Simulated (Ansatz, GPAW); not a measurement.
# A 11-layer slab of Li(111): work function by functional and basis, part 3 of 3

How far do functional and basis move the work function of a 11-layer slab of Li(111)?

GPAW 26.7.0 and Ansatz 0.2.0; Ansatz plane waves; slab in vacuum with a dipole correction, relaxation; PAW set soft_1 (the session's first sound run).

So far, upper work function (eV): step 2 (relaxation, PBE) 2.82; step 4 (self-consistent run: xc = "RPBE") 2.77; step 5 (OptPBE vdW: xc = "optPBE-vdW", GPAW, PAW setups, GPAW) 2.93; step 6 (self-consistent run: xc = "revPBE") 2.75; step 7 (real-space grid: mode = "fd", PBE, GPAW) 2.82.

## Step 9: A second plane-wave code

A second program with its own datasets checks the number independently.

This step: Ansatz plane waves; slab in vacuum with a dipole correction; PAW set soft_1 (Ansatz 0.2.0).

input.yaml reads:

```yaml
crystal:
  lattice:
    - [4.9356053327, 0.0, 0.0]
    - [2.4678026663, 4.2743596012, 0.0]
    - [0.0, 0.0, 28.0747621974]
  atoms:
    - { symbol: Li, position: [0.6666666667, 0.6666666667, 0.3205726174] }
    - { symbol: Li, position: [0.0, 0.0, 0.3564580939] }
    - { symbol: Li, position: [0.3333333333, 0.3333333333, 0.3923435704] }
    - { symbol: Li, position: [0.6666666667, 0.6666666667, 0.428229047] }
    - { symbol: Li, position: [0.0, 0.0, 0.4641145235] }
    - { symbol: Li, position: [0.3333333333, 0.3333333333, 0.5007416841] }
    - { symbol: Li, position: [0.6666666667, 0.6666666667, 0.5311637179] }
    - { symbol: Li, position: [0.0, 0.0, 0.5714846804] }
    - { symbol: Li, position: [0.3333333333, 0.3333333333, 0.6089211712] }
    - { symbol: Li, position: [0.6666666667, 0.6666666667, 0.6328299399] }
    - { symbol: Li, position: [0.0, 0.0, 0.674549184] }
kpoints:
  mp_grid: { grid: [8, 8, 1] }
hamiltonian:
  xc: pbe
  pseudopotentials: { kind: paw, azcp: { folder: soft_1 } }
scf:
  occupations: { method: fermi_dirac, width: 0.1 }
efield:
  axis: 3
  dipole_correction: true
  ramp_width: 0.05
output:
  forces: true
  write_potential: true
  write_density: true
  volumetric_format: npy
```

Command:

```console
ansatz run input.yaml --threads 4 --pin off --max-ram 8192MiB --backend cpu --events-out ev --progress --plain --runs-dir out
```

Numbers of over 12 decimals in the logs are rounded to 6 here.

The log of the run:

```text
[...]
Crystal: 11 atoms, lattice volume = 592.281 Å³
Basis set: ecut = 420 eV, 11595 PW (Γ), exchange–correlation on 72×72×384 points (8 copies of the dense FFT grid, shifted against one another)
Bands: 28, of which v1, the nominal top of the filled ones, is band 17 counted from 1 (16 counted from 0)
Symmetry: 6 space group operations
[...]
k-points: 10 of 64 (time reversal used)
[...]
SCF iter   1: F=—  HF=-2252.393575 eV  |F-HF|=—  |Δ(HF+E_count)|=         —  Δρ=8.94e-3  dr2=1.71e1  ethr=3.10e-3  p=0.000 e·Å  D=4.56e-8 V/Å  ΔV_dip=-0.00 eV  dr2_dipole=1.57e-1  V_vac-E_F(+/−)=6.26/6.26 eV  ⟨swp⟩=15.9  Hψ=2346  notcnv=0  defer=3
[...]
SCF iter   9: F=-2250.218284 eV  HF=-2250.218284 eV  |F-HF|=1.89e-9  |Δ(HF+E_count)|=   3.69e-8  Δρ=6.21e-7  dr2=1.58e-8  ethr=3.03e-10  p=0.005 e·Å  D=1.66e-3 V/Å  ΔV_dip=-0.05 eV  dr2_dipole=1.59e-9  V_vac-E_F(+/−)=2.82/2.87 eV  ⟨swp⟩=20.6  Hψ=2306  notcnv=0
SCF 1 converged in 9 iterations: F = -2250.218284 eV  dr2 = 1.58e-8
[...]
SCF converged after 9 iterations
Free energy (F): -2250.218284 eV
[...]
Internal energy: -2250.025963 eV  (E = F + TS)
E sigma→0 (E₀):  -2250.122124 eV
Entropy (-TS):   -0.192322 eV (-17.484 meV/atom)
Fermi energy:    -1.303563 eV
Dipole field:    D = 0.001628 V/Å  (p = 0.005329 e·Å, saw-weighted, corrected)
Work function:   Φ+ = 2.8187 eV   Φ− = 2.8644 eV
[...]
--- Forces (eV/Å), atoms counted from 1 ---
  atom   1  Li    -0.00000000     0.00000000     0.05883061
  atom   2  Li     0.00000000     0.00000000     0.17890961
  atom   3  Li    -0.00000000    -0.00000000    -0.08272028
  atom   4  Li    -0.00000000    -0.00000000    -0.15261367
  atom   5  Li    -0.00000000     0.00000000    -0.00514266
  atom   6  Li    -0.00000000    -0.00000000    -0.00698797
  atom   7  Li     0.00000000    -0.00000000     0.01605216
  atom   8  Li     0.00000000    -0.00000000    -0.01074329
  atom   9  Li     0.00000000     0.00000000     0.00441422
  atom  10  Li     0.00000000    -0.00000000    -0.00630369
  atom  11  Li     0.00000000    -0.00000000     0.00631816
  max |Σ_I F_I| component: 1.32e-5 eV/Å
--- Band table (eV; the first three rows and the last of 10) ---
  k-point 0: bands = [... 13 lower, -3.3114, -2.3016, -1.2251, -0.1252, 0.8967, 1.0627, 1.0627, 1.1824, ... 7 higher]
  k-point 1: bands = [... 13 lower, -3.2128, -2.1998, -1.1299, -0.0683, -0.0145, 0.2430, 0.5377, 0.8519, ... 7 higher]
  k-point 2: bands = [... 13 lower, -2.9175, -1.8981, -1.1973, -0.8685, -0.6762, -0.3860, 0.0294, 0.2322, ... 7 higher]
  k-point 9: bands = [... 13 lower, -2.3610, -2.2703, -2.0964, -1.5954, -1.4685, -1.4071, -0.7237, -0.5840, ... 7 higher]
```

Run time: 8.8 s. Hardware: 4 threads of Intel Xeon Platinum 8488C (Sapphire Rapids), shared host; peak memory 0.85 GiB; 32 s of CPU time.

Numbers from this step:

| Quantity | Value |
| --- | --- |
| upper work function | 2.819 eV |
| lower work function | 2.864 eV |
| dipole along the normal | 0.005329 e·Å |
| dipole field | 0.001628 V/Å |
| vacuum level above | 1.515 eV |
| vacuum level below | 1.561 eV |

The electrostatic potential energy of an electron (with the applied field's), less the Fermi level, planar mean oscillates, so the rows of the table below give means over windows of 1 Å about each position, cut where the curve ends. Its maxima inside the range that stand out by 2 % of the span (Å: eV): 9.5: -0.712, 10.5: -0.541, 11.6: -0.505, 12.6: -0.452, 13.5: -0.482, 15.5: 0.0345, 16.5: -0.417, 18.4: -0.196. Its minima: 9.1: -1.00, 9.9: -1.09, 11.0: -0.962, 12.0: -0.939, 13.0: -0.901, 14.2: -1.18, 16.1: -0.743, 17.4: -1.89, 18.9: -0.773.

The electrostatic potential energy of an electron (with the applied field's), less the Fermi level, planar mean by z; means over each step:

```csv
z (Å),"electrostatic potential energy of an electron (with the applied field's), less the Fermi level, planar mean (eV)"
0,2.85
1,2.86
2,2.87
3,2.87
4,2.86
5,2.86
6,2.84
7,2.68
8,1.84
9,-0.565
10,-0.855
11,-0.738
12,-0.702
13,-0.670
14,-0.947
15,-0.719
16,-0.459
17,-1.25
18,-0.972
19,-0.254
20,1.96
21,2.67
22,2.80
23,2.82
24,2.82
25,2.82
26,2.82
27,2.82
```

The valence density, planar mean oscillates, so the rows of the table below give means over windows of 1 Å about each position, cut where the curve ends. Its maxima inside the range that stand out by 2 % of the span (Å: e/Å³): 9.1: 0.190, 9.9: 0.206, 11.0: 0.209, 12.0: 0.210, 13.0: 0.213, 14.0: 0.212, 14.9: 0.212, 16.1: 0.210, 17.1: 0.218, 17.7: 0.212, 18.9: 0.188. Its minima: 9.5: 0.0670, 10.5: 0.0747, 11.6: 0.0739, 12.6: 0.0767, 13.6: 0.0752, 14.5: 0.103, 15.5: 0.0611, 16.5: 0.0723, 17.4: 0.165, 18.4: 0.0567.

Table of valence density, planar mean by z; means over each step:

z (Å), valence density, planar mean (e/Å³) and a bar:
```
        4      0.000 
        5      0.000 
        6      0.001 
        7      0.003 #
        8      0.014 ###
        9      0.124 ########################
       10      0.141 ###########################
       11      0.142 ###########################
       12      0.141 ###########################
       13      0.143 ###########################
       14      0.145 ############################
       15      0.141 ###########################
       16      0.140 ###########################
       17      0.156 ##############################
       18      0.138 ##########################
       19      0.120 #######################
       20      0.012 ##
       21      0.003 
       22      0.000 
       23      0.000 
       24      0.000
```

Force by atom:

```
atom  x (eV/Å)  y (eV/Å)  z (eV/Å)   size
 Li1     0.000     0.000     0.059  0.059
 Li2     0.000     0.000     0.179  0.179
 Li3     0.000     0.000    -0.083  0.083
 Li4     0.000     0.000    -0.153  0.153
 Li5     0.000     0.000    -0.005  0.005
 Li6     0.000     0.000    -0.007  0.007
 Li7     0.000     0.000     0.016  0.016
 Li8     0.000     0.000    -0.011  0.011
 Li9     0.000     0.000     0.004  0.004
Li10     0.000     0.000    -0.006  0.006
Li11     0.000     0.000     0.006  0.006
```

The upper face's work function is 2.819 eV, against 2.816 eV in the first plane-wave PBE run at this geometry.

## Step 10: Side by side

Results and costs are gathered.

This step: comparison of work functions, dipole and cost; PAW set soft_1 (GPAW 26.7.0).

Ladder, by row:

| step | code | work function, upper (eV) | work function, lower (eV) | dipole (e Å) | wall time (s) | peak memory (GiB) | threads |
| --- | --- | --- | --- | --- | --- | --- | --- |
| pw | GPAW | 2.816 | 2.862 | 0.005634 | 59.53 | 0.3 | 1 |
| RPBE | GPAW | 2.769 | 2.815 | 0.005657 | 57.21 | 0.29 | 1 |
| optPBE-vdW | GPAW | 2.935 | 2.977 | 0.005175 | 146.6 | 0.68 | 1 |
| revPBE | GPAW | 2.753 | 2.8 | 0.005753 | 63.04 | 0.3 | 1 |
| fd | GPAW | 2.816 | 2.862 | 0.005402 | 221.9 | 0.72 | 1 |
| ansatz | Ansatz | 2.819 | 2.864 | 0.005329 | 8.85 | 0.847 | 4 |

## Step 11: Results

* work function, upper and lower face: 2.816 and 2.862 eV
* dipole along the normal: 0.00563 e Å

**Reading.** With plane waves and PBE the work function is 2.82 eV on the upper face and 2.86 eV on the lower. The measured value for polycrystalline Li, which weights the faces of low work function, is 2.93 eV (as compiled in "Anisotropic work function of elemental crystals", 2019, arxiv:1902.07811); the relaxed upper face lies 0.11 eV under it with PBE, and optPBE-vdW comes nearest (2.93 eV). Measured work functions scatter by a tenth of an eV or more between methods. Over the sound runs of the table the upper face's work function spans 2.753 (revPBE) to 2.935 eV (optPBE-vdW). The two plane-wave codes differ by 0.0028 eV on the upper face. The in-plane lattice was kept as typed, which isn't the functional's own and leaves some strain; spin-orbit coupling and temperature are left out.

[Logs are printed without paths, hosts, clocks, repeated set-up lines and the standing remarks that a program may print on its own settings, such as how far it seeks lower states.]

[Hosts, paths, dates, database ids (printed as entryN), source tags and the programs' standing remarks are cut or masked in the printed files.]
